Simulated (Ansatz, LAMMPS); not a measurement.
**Forces and charges in glassy 77SiO2-6B2O3-8CaO-8MgO (mol %) (142 atoms)**

Wanted: forces, charges and levels of glassy 77SiO2-6B2O3-8CaO-8MgO (mol %) (142 atoms).

Calculated with Ansatz 0.2.0; Kohn-Sham DFT, r2SCAN, PAW (set soft_2), plane waves.

## (1) The starting structure

The cell holds 142 atoms: 37 Si, 6 B, 4 Ca, 4 Mg and 91 O. Its edges and angles: a = 12.168 Å, b = 12.168 Å, c = 12.168 Å, α = 90.0°, β = 90.0°, γ = 90.0°. 142 atoms (37 Si, 6 B, 4 Ca, 4 Mg, 91 O) placed at random at 2.31 g/cm³, melted at 3000 K for 20 ps at fixed volume with the Buckingham and Coulomb pair potential of Guillot and Sator (Geochim. Cosmochim. Acta 71, 1249 (2007)) with the boron terms of Wang et al. (J. Non-Cryst. Solids 498, 294 (2018)). Quenched from 3000 K to 300 K at 100 K/ps and fixed volume, held 10 ps at zero pressure.

Before any run, some limits are plain. The quench rate of 100 K/ps is many orders above laboratory rates, so the cell is likely richer in defects and strain than a real sample. The starting topology of bonds comes from the classical model, and needn't be the one that DFT or experiment would give. Only the Γ point is sampled, in a cell whose shortest periodic width is 12 Å.

## (2) The classical run that made the cell

A classical potential makes the cell, at a small fraction of what the same run would cost in DFT.

This step: classical MD, Buckingham and Coulomb pair potential of Guillot and Sator (Geochim. Cosmochim. Acta 71, 1249 (2007)) with the boron terms of Wang et al. (J. Non-Cryst. Solids 498, 294 (2018)) (LAMMPS 22 Jul 2025 - Update 4).

File in.lmp:

```
# melt-quench of Si37B6Ca4Mg4O91
units metal
atom_style charge
boundary p p p
region box block 0 12.6576 0 12.6576 0 12.6576
create_box 5 box
mass 1 28.0850   # Si
mass 2 10.8100   # B
mass 3 40.0780   # Ca
mass 4 24.3050   # Mg
mass 5 15.9990   # O
create_atoms 1 random 37 896136 NULL overlap 1.5 maxtry 2000
create_atoms 2 random 6 896143 NULL overlap 1.5 maxtry 2000
create_atoms 3 random 4 896150 NULL overlap 1.5 maxtry 2000
create_atoms 4 random 4 896157 NULL overlap 1.5 maxtry 2000
create_atoms 5 random 91 896164 NULL overlap 1.5 maxtry 2000
pair_style buck/coul/long 9.0
pair_coeff * * 0.0 1.0 0.0
pair_coeff 1 5 50306.10 0.161 46.2978   # Si-O
pair_coeff 2 5 206941.81 0.124 35.0018   # B-O
pair_coeff 3 5 155667.70 0.178 42.2597   # Ca-O
pair_coeff 4 5 32652.64 0.178 27.281   # Mg-O
pair_coeff 5 5 9022.79 0.265 85.0921   # O-O
pair_coeff 2 2 484.40 0.35 0.0   # B-B
pair_coeff 1 2 337.70 0.29 0.0   # Si-B
set type 1 charge 1.89
set type 2 charge 1.4175
set type 3 charge 0.945
set type 4 charge 0.945
set type 5 charge -0.945
kspace_style pppm 1.0e-4
neigh_modify delay 0 every 1 check yes
thermo_style custom step time temp pe press density
thermo_modify norm yes
# [... 17 lines left out ...]
fix md all nvt temp 3000 300 0.1
run 27000 post no
unfix md
thermo 3333
fix md all npt temp 300 300 0.1 iso 0 0 1
run 10000 post no
unfix md
write_dump all custom glass.dump id type xs ys zs modify sort id
```

Started as:

```bash
lmp -in in.lmp -log none -nocite
```

Numbers of over 12 decimals in the logs are rounded to 6 here.

Output:

```text
LAMMPS (22 Jul 2025 - Update 4)
Created orthogonal box = (0 0 0) to (12.6576 12.6576 12.6576)
Created 37 atoms
Created 6 atoms
Created 4 atoms
Created 4 atoms
Created 91 atoms
PPPM initialization ...
  G vector (1/distance) = 0.33732138
  grid = 12 12 12
  estimated relative force accuracy = 4.0576509e-05
   Step          Time           Temp          PotEng         Press         Density
         0   0              0             -1.1390282      815972.35      2.3070157
       100   0.1            0             -11.071308     -33454.518      2.3070157
       105   0.105          0             -11.080704     -34467.262      2.3070157
Loop time of 0.115462 s on 1 MPI rank(s) for 105 steps with 142 atoms
Minimization stats:
  Stopping criterion = energy tolerance
  Energy initial, next-to-last, final =
     -1.13902818694687   -11.080035580404  -11.0807037300889
  Force two-norm initial, final = 452.11592 2.2195483
  Iterations, force evaluations = 105 161
[... 7 lines left out ...]
      3333   3.333          3203.8196     -10.784608      14879.237      2.3070157
      6666   6.666          3116.6547     -10.791945     -6544.4975      2.3070157
      9999   9.999          2957.7419     -10.768332     -6410.5106      2.3070157
     13332   13.332         3585.623      -10.772824     -13214.39       2.3070157
     16665   16.665         2974.2227     -10.848851     -3125.5045      2.3070157
[... 2 lines left out ...]
Loop time of 10.8835 s on 1 MPI rank(s) for 20000 steps with 142 atoms
   Step          Time           Temp          PotEng         Press         Density
[... 12 lines left out ...]
Loop time of 14.3777 s on 1 MPI rank(s) for 27000 steps with 142 atoms
   Step          Time           Temp          PotEng         Press         Density
[... 1 line left out ...]
     49995   49.995         323.73153     -11.260281      9443.0689      2.5890592
     53328   53.328         305.89181     -11.260387     -5013.3874      2.6037173
     56661   56.661         309.72224     -11.264638     -951.52258      2.5663686
     58000   58             301.72213     -11.258985     -5087.5616      2.5967739
Loop time of 6.94004 s on 1 MPI rank(s) for 10000 steps with 142 atoms
```

Elapsed: 33 s, on 1 thread of Arm Neoverse V2, shared host; peak memory 0.079 GiB.

## (3) Plane-wave single point

One self-consistent run at the given positions yields energy and forces.

File input.yaml:

```yaml
crystal:
  lattice:
    - [12.16812, 0.0, 0.0]
    - [0.0, 12.16812, 0.0]
    - [0.0, 0.0, 12.16812]
  atoms:
    - { symbol: Si, position: [0.39686, 0.81321, 0.78134] }
    - { symbol: Si, position: [0.1376, 0.89397, 0.08602] }
    - { symbol: Si, position: [0.34773, 0.68467, 0.18644] }
    - { symbol: Si, position: [0.38942, 0.45906, 0.84354] }
    - { symbol: Si, position: [0.94293, 0.04254, 0.04028] }
    - { symbol: Si, position: [0.86216, 0.64371, 0.90355] }
    - { symbol: Si, position: [0.2561, 0.05077, 0.51943] }
    - { symbol: Si, position: [0.76288, 0.29884, 0.88175] }
    - { symbol: Si, position: [0.62169, 0.94185, 0.81844] }
    - { symbol: Si, position: [0.17088, 0.94193, 0.73862] }
    - { symbol: Si, position: [0.01217, 0.78151, 0.2675] }
    - { symbol: Si, position: [0.91216, 0.06268, 0.62008] }
    - { symbol: Si, position: [0.59206, 0.34265, 0.17159] }
    - { symbol: Si, position: [0.98886, 0.8608, 0.88422] }
    - { symbol: Si, position: [0.60947, 0.90888, 0.06764] }
    - { symbol: Si, position: [0.13976, 0.11194, 0.29308] }
    - { symbol: Si, position: [0.29691, 0.66327, 0.95239] }
    - { symbol: Si, position: [0.79305, 0.59755, 0.67832] }
    - { symbol: Si, position: [0.0003, 0.4535, 0.64116] }
    - { symbol: Si, position: [0.48437, 0.27665, 0.56406] }
    - { symbol: Si, position: [0.71808, 0.58479, 0.3427] }
    - { symbol: Si, position: [0.34737, 0.58997, 0.39928] }
    - { symbol: Si, position: [0.55204, 0.02373, 0.27899] }
    - { symbol: Si, position: [0.91688, 0.15739, 0.39075] }
    - { symbol: Si, position: [0.67274, 0.8347, 0.39558] }
    - { symbol: Si, position: [0.59126, 0.51073, 0.54359] }
    - { symbol: Si, position: [0.09935, 0.45372, 0.04783] }
    - { symbol: Si, position: [0.60968, 0.65863, 0.11868] }
    - { symbol: Si, position: [0.18932, 0.35678, 0.24108] }
    - { symbol: Si, position: [0.60254, 0.48209, 0.95347] }
    - { symbol: Si, position: [0.84819, 0.96928, 0.26152] }
    - { symbol: Si, position: [0.10307, 0.56431, 0.83057] }
    [... 104 atom lines left out ...]
    - { symbol: O, position: [0.95254, 0.17314, 0.02103] }
    - { symbol: O, position: [0.81615, 0.07741, 0.33616] }
    - { symbol: O, position: [0.02699, 0.3316, 0.68846] }
    - { symbol: O, position: [0.96577, 0.90664, 0.28847] }
    - { symbol: O, position: [0.88105, 0.93577, 0.65256] }
    - { symbol: O, position: [0.08107, 0.23974, 0.88637] }
kpoints:
  mp_grid: { grid: [1, 1, 1] }
hamiltonian:
  xc: r2scan
scf:
  occupations: { method: fixed }
output:
  forces: true
  stress: true
  populations: true
  dos:
    method: { smearing: { sigma: 0.15 } }
    de: 0.1
    projected: { site_lists: { B: [B], Ca: [Ca], Mg: [Mg], O: [O], Si: [Si] } }
  eigenvalues: true
  write_density: true
  write_potential: true
  volumetric_format: npy
```

Started as:

```bash
ansatz run input.yaml --threads 8 --pin off --max-ram 15872MiB --backend cpu --events-out ev --progress --plain --runs-dir out
```

Output:

```text
Engine: ansatz 0.2.0, aarch64-unknown-linux-gnu
Pseudopotentials: kind: paw
Pseudopotential: Si, paw, valence charge 4, recommended cutoff 500 eV (meta_gga), Si.paw.azcp
Pseudopotential: B, paw, valence charge 3, recommended cutoff 500 eV (meta_gga), B.paw.azcp
Pseudopotential: Ca, paw, valence charge 10, recommended cutoff 500 eV (meta_gga), Ca.paw.azcp
Pseudopotential: Mg, paw, valence charge 10, recommended cutoff 500 eV (meta_gga), Mg.paw.azcp
Pseudopotential: O, paw, valence charge 6, recommended cutoff 500 eV (meta_gga), O.paw.azcp
Functional definition: r2SCAN
  parameter k0 = 0.174
  parameter k1 = 0.065
  parameter a1 = 4.9479
  exchange = r2scan_x(k0 = k0, k1 = k1, a1 = a1)
  correlation = r2scan_c
Crystal: 142 atoms, lattice volume = 1801.650 Å³
Basis set: ecut = 500 eV, 45817 PW (Γ), exchange–correlation on 360×360×360 points (64 copies of the dense FFT grid, shifted against one another)
Bands: 538, of which v1, the nominal top of the filled ones, is band 396 counted from 1 (395 counted from 0)
Symmetry: 1 space group operations
Space group: P1 (ITA 1), of the structure as read, at distance tolerance 1.2e-4 Å
k-points: 1
Non-local potential: Si, projectors of the file, l = 0: 2, l = 1: 2, l = 2: 2
Non-local potential: B, projectors of the file, l = 0: 2, l = 1: 2, l = 2: 1
Non-local potential: Ca, projectors of the file, l = 0: 3, l = 1: 2, l = 2: 2
Non-local potential: Mg, projectors of the file, l = 0: 3, l = 1: 2, l = 2: 1
Non-local potential: O, projectors of the file, l = 0: 2, l = 1: 2, l = 2: 1
[...]
E_aug_tail   = 0.097113  (compensation charges beyond the density's cutoff)
  E_vtau       = 804.128754  (kinetic-family band-sum trace: ∫τ·v_τ [+ j·A + Jᵃ·Aᵃ] dr)
  E_ewald      = -32094.213150
  E_core_change = -6.832790  (= ΣΔE_core)
  E_smearing   = -0.000000  (= −TS)
  E_closure    = 0.000000  (closes the sum)
  Σ components = -91481.205750   (vs F -91481.205750, Δ=0.00e0)
--- Forces (eV/Å), atoms counted from 1 ---
  atom   1  Si    -1.86913358    -2.51879486     0.14191031
  atom   2  Si    -0.72330459    -0.72728272    -0.47154957
  atom   3  Si     3.01184701    -1.09820638    -0.47861716
  atom   4  Si     0.39979956     0.11023171     2.25016511
  atom   5  Si     1.30610646     1.46339524    -2.06145774
  atom   6  Si     1.11997201     1.19241133    -0.62694308
  atom   7  Si    -0.91486953    -0.81952140    -0.52742459
  atom   8  Si     0.39784787    -2.20005614     0.23994316
[...]
atom  13  Si     3.22270858     1.51567530    -0.81685187
  atom  14  Si    -0.56006187    -0.80593624     2.00954679
[...]
atom 141  O      1.32322317     0.51010526    -1.16459375
  atom 142  O      0.24638728    -0.66507905    -1.27057316
  max |Σ_I F_I| component: 1.68e-4 eV/Å
--- Stress (GPa, compression-positive) ---
       -5.183728       0.665533      -0.521542
        0.665529      -3.818477       0.227840
       -0.521540       0.227838      -5.292601
  P = ⅓ Tr σ = -4.7649 GPa (-47.649 kbar)
--- Band table (eV) ---
  k-point 0: bands = ["-75.0810", "-72.9794", "-72.7933", "-72.6717", [... 522 levels ...], "14.3632", "14.4118", "14.4626", "14.5195", "14.5524", "14.5913", "14.6397", "14.6634", "14.6777", "14.7381", "14.7562", "14.7896"]
--- Löwdin populations: 142 sites ---
  site symbol       q [e]
     0     Si      2.1277
     1     Si      2.2072
     2     Si      2.1787
[...]
141      O      6.7389
  spilling = 0.012685 (of n_electrons = 792.000000)
[key lines of the parts left out:]
SCF converged after 10 iterations
Free energy (F): -91481.205750 eV
Fermi energy:    4.365816 eV
```

It took 47 s on 8 threads of Arm Neoverse V2, shared host; peak memory 5.4 GiB; 6.1 min of CPU time.

Reading the cycles: dr2 is the Hartree energy of the density residual (eV), the measure of convergence; HF is the Harris–Foulkes estimate of the energy, which meets the free energy F at convergence.

Numbers from this run:

| Quantity | Value |
| --- | --- |
| free energy | -91481.2058 eV |
| free energy per atom | -644.2338 eV/atom |
| SCF cycles | 10 |
| pressure | -4.765 GPa |
| r.m.s. force component | 1.08 eV/Å |
| longest force | 4.94 eV/Å |
| Fermi energy | 4.366 eV |
| gap (highest filled to lowest empty level) | 3.096 eV |
| spilling of the projection | 0.01269 |

Length of the force by element:

```csv
element,coordination,atoms,mean length of the force (eV/Å),spread,least,most
B,all,6,2.14,0.836,0.924,3.72
Ca,all,4,0.903,0.438,0.493,1.64
Mg,all,4,1.08,0.547,0.429,1.91
O,all,91,1.29,0.607,0.234,3.39
Si,all,37,2.55,0.913,1.11,4.94
```

Löwdin charges by element (they lack the spilled electrons, 0.071 e an atom on average):

```csv
element,coordination,atoms,mean charge (e),spread,least,most
B,all,6,0.683,0.0483,0.618,0.747
Ca,all,4,1.80,0.0112,1.79,1.82
Mg,all,4,1.67,0.0215,1.65,1.70
O,all,91,-0.821,0.111,-1.08,-0.605
Si,all,37,1.80,0.0488,1.65,1.87
```

Density of states as counts of states in windows of 1 eV (from the Fermi level), total and the larger projections:

```csv
from (eV),to (eV),total,O p,Si p
-14,-12,0.0,0.0,0.0
-12,-11,3.1,2.1,0.1
-11,-10,20.9,14.2,0.9
-10,-9,24.7,17.2,1.7
-9,-8,28.6,20.8,3.3
-8,-7,50.7,38.4,8.5
-7,-6,41.4,32.4,5.4
-6,-5,50.6,42.2,3.9
-5,-4,84.0,74.4,4.3
-4,-3,91.4,84.9,2.5
-3,-2,93.9,89.3,1.7
-2,-1,41.8,40.0,0.6
-1,0,13.2,12.4,0.3
0,1,1.7,1.6,0.0
1,2,0.0,0.0,0.0
2,3,0.2,0.0,0.0
3,4,2.2,0.1,0.1
4,5,9.4,0.8,1.3
```

With fixed occupations the program's Fermi level is the highest filled level; weight inside the gap is the broadening of levels at its edges.

Between -26 and -14 eV lie 206 more states.

The stored curve holds about 752 of the 792 electrons; the rest, give or take the few that broadening carries across the Fermi level, lie in deeper levels below its range.

The levels nearest the highest filled one (over half full), pooled over k-points and spins:

```csv
level less the highest filled one (eV),occupation
-0.701,2
-0.449,2
-0.327,2
-0.231,2
-0.171,2
0,2
3.10,0
4.05,0
4.69,0
4.79,0
4.85,0
4.92,0
```

Valence density in the ab plane at fractional z = 0.380, with atoms of Si and Ca and Mg and O within 0.2 Å of it. It is the smooth field of the valence electrons, not physical close to the nuclei.

Ten steps, logarithmic in the rise over the least value, from '0' (0 e/Å³) to '9' (17 e/Å³), each cell a mean:
```
0000000000111100124543100000000000
0000000000111000136774211111000011
0000001343210000125664222322100011
0000013677520000012332112321000000
1221114677521000000012222110000000
3565312455322221000013443100000001
4776410111123442100025775200000001
3565310001123442100025775210000001
1222100011222221000012443211211000
0157720112211121000001221134554100
0279941112112344310013432235775210
0035410011113577631135653224554210
0111100000012477531124542111222441
1112100001112344310012211000016995
1112100011222233210000110000015984
0001000011222333210012443101233220
0000000000111233210025775312565310
0000000000000122110025776313576420
0000000000000000001123443112344321
2110123210000000013442110001222112
2211245531000000135764100012332122
2111245431000000124653100135542112
0000122210000000012321000135532100
0000000000000000011211000012211000
```
Columns run along a (12.2 Å), rows up along b (12.2 Å). Atoms in or near the plane, at fractional coordinates: Si at (0.92, 0.16), Si at (0.67, 0.83), Ca at (0.25, 0.82), Ca at (0.67, 0.28), Mg at (0.10, 0.56), Mg at (0.93, 0.41), O at (0.06, 0.72), O at (0.85, 0.55), O at (0.67, 0.70), O at (0.44, 0.50), O at (0.57, 0.92).

Electrostatic potential energy in the ab plane at fractional z = 0.380, with atoms of Si and Ca and Mg and O within 0.2 Å of it. With pseudopotentials it is smooth inside the atoms' cores, unlike the true potential.

Ten even steps from '0' (-48 eV) to '9' (11 eV), each cell a mean:
```
9999999999999999987568999999999999
9999999989999999983026888999999999
9999988656789999995235335899999999
9999986200479999999862001689999999
9999985100379999999974103789999999
8546987534689999999987557899999999
7203899888899889999995115999999999
9546999998888889999995215899999999
9887889998633589999998755679999999
8741268987200279999998730157558999
8610058998411467999998742364115999
8753478999877511499995457888557888
8888899999999621599997579999987557
7899999999998756899999999999872003
8999999999997303799999888999873004
8999999999998535899987556899987778
9999999999999888899873002689634899
9999999999999999999862002688423789
8999999999999999999986446899865567
8999988999999999998778888999850015
8998864689999999995238999998740015
8998875799999999996458999986575457
9999889999999999888899999996688889
9999999999999999888889999999999999
```
Columns run along a (12.2 Å; values clipped at the 3rd and 97th percentile), rows up along b (12.2 Å). Atoms in or near the plane, at fractional coordinates: Si at (0.92, 0.16), Si at (0.67, 0.83), Ca at (0.25, 0.82), Ca at (0.67, 0.28), Mg at (0.10, 0.56), Mg at (0.93, 0.41), O at (0.06, 0.72), O at (0.85, 0.55), O at (0.67, 0.70), O at (0.44, 0.50), O at (0.57, 0.92).

Mean Löwdin charges: B +0.68, Ca +1.80, Mg +1.67, O -0.82, Si +1.80 e (they miss 1.3 % of the electrons, so they add up to more than the cell's charge).

## (4) Structure statistics

These statistics describe the geometry on which the runs were made.

Density 2.60 g/cm³, 12.69 Å³ an atom.

Pair distribution functions g(r), in bins of 0.2 Å:

```csv
r (Å),total,O-O,O-Si,O-B,O-Ca,O-Mg,Si-Si
1.30,0.19,0.00,0.00,3.47,0.00,0.00,0.00
1.50,1.08,0.00,1.64,9.83,0.00,0.00,0.00
1.70,3.37,0.00,10.08,0.00,0.00,0.00,0.00
1.90,0.07,0.00,0.00,0.00,0.00,2.04,0.00
2.10,0.15,0.00,0.00,0.00,0.00,4.04,0.00
2.30,0.31,0.43,0.00,0.00,2.86,0.75,0.00
2.50,0.98,1.99,0.07,0.00,2.91,0.67,0.00
2.70,1.69,3.61,0.12,0.00,1.62,0.54,0.00
2.90,0.85,1.13,0.18,0.47,0.98,0.25,1.60
3.10,0.86,0.71,0.46,0.82,0.42,0.20,3.96
3.30,0.88,0.77,0.88,1.57,0.36,0.55,0.79
3.50,0.99,0.81,1.25,1.50,1.31,0.81,0.08
3.70,1.06,0.66,1.56,1.34,0.71,1.44,0.61
3.90,0.93,0.55,1.40,1.37,1.05,1.03,0.69
4.10,1.14,0.63,1.72,1.80,1.05,1.62,0.80
4.30,1.06,0.87,1.41,0.86,0.84,1.15,1.30
4.50,0.96,1.00,0.85,0.58,1.35,1.37,1.25
4.70,1.06,1.41,0.68,0.60,0.91,1.15,0.95
4.90,1.10,1.42,0.78,0.82,1.33,0.41,1.44
5.10,1.05,1.29,0.82,0.90,0.75,0.83,1.46
5.30,1.07,1.31,0.87,1.02,1.18,0.63,1.00
5.50,0.90,0.89,0.82,0.82,0.72,0.97,1.10
5.70,0.96,0.83,1.02,1.30,0.97,1.39,1.00
5.90,0.98,0.79,1.19,1.20,1.02,0.85,0.93
```

A closer look about Si16, which bears the longest force: 13 atoms, nearest first, numbered in the order of the input, with positions taken from that point.

```csv
atom,x,y,z,distance (Å),Löwdin charge (e),Fx,Fy,Fz (eV/Å)
Si16,0.00,0.00,0.00,0.00,1.74,4.31,-1.92,1.47
O87,-1.56,0.20,0.11,1.58,-0.82,-0.33,1.01,-0.45
O61,0.84,-1.34,-0.40,1.64,-0.94,-1.13,1.19,-0.56
O78,0.59,1.32,-0.88,1.69,-0.88,-0.43,-0.29,0.22
O62,0.62,0.14,1.59,1.71,-0.84,0.02,-0.01,1.03
O108,-0.81,-1.22,-2.55,2.94,-0.89,-0.22,1.39,-0.12
Si24,-2.71,0.55,1.19,3.01,1.79,-1.63,-2.23,-0.81
Si29,0.60,2.98,-0.63,3.10,1.75,2.40,-0.84,1.38
Si7,1.42,-0.74,2.75,3.18,1.75,-0.91,-0.82,-0.53
O140,-2.12,-2.50,-0.06,3.28,-0.83,-0.73,-0.39,0.19
O113,-2.20,-0.19,2.53,3.36,-0.81,-0.23,-0.29,0.27
Ca46,2.91,1.22,-1.33,3.42,1.82,0.28,-0.36,-0.19
O117,-0.61,3.60,0.09,3.65,-1.05,-2.47,1.63,1.66
```

## (5) What came out

- free energy per atom: -644.2338 eV/atom
- pressure: -4.765 GPa
- r.m.s. force component: 1.08 eV/Å
- gap (highest filled to lowest empty level): 3.096 eV
- wall time of the 1 DFT run: 47 s

What this shows: The highest filled and lowest empty levels differ by 3.10 eV (at Γ alone); a semilocal functional tends to put such gaps too low. In a disordered cell it changes from sample to sample, and tail or defect levels can set it.

Caveats: The force components of 1.1 eV/Å r.m.s. hold both thermal displacement and the mismatch between the potential that made the cell and DFT. The pressure of -4.8 GPa is that of one thermal frame, in which the classical model's bond lengths enter as well as the volume, without the kinetic term.

[Logs are printed without paths, hosts, clocks, repeated set-up lines and the standing remarks that a program may print on its own settings, such as how far it seeks lower states.]

[Hosts, paths, dates, database ids (printed as entryN), source tags and the programs' standing remarks are cut or masked in the printed files.]
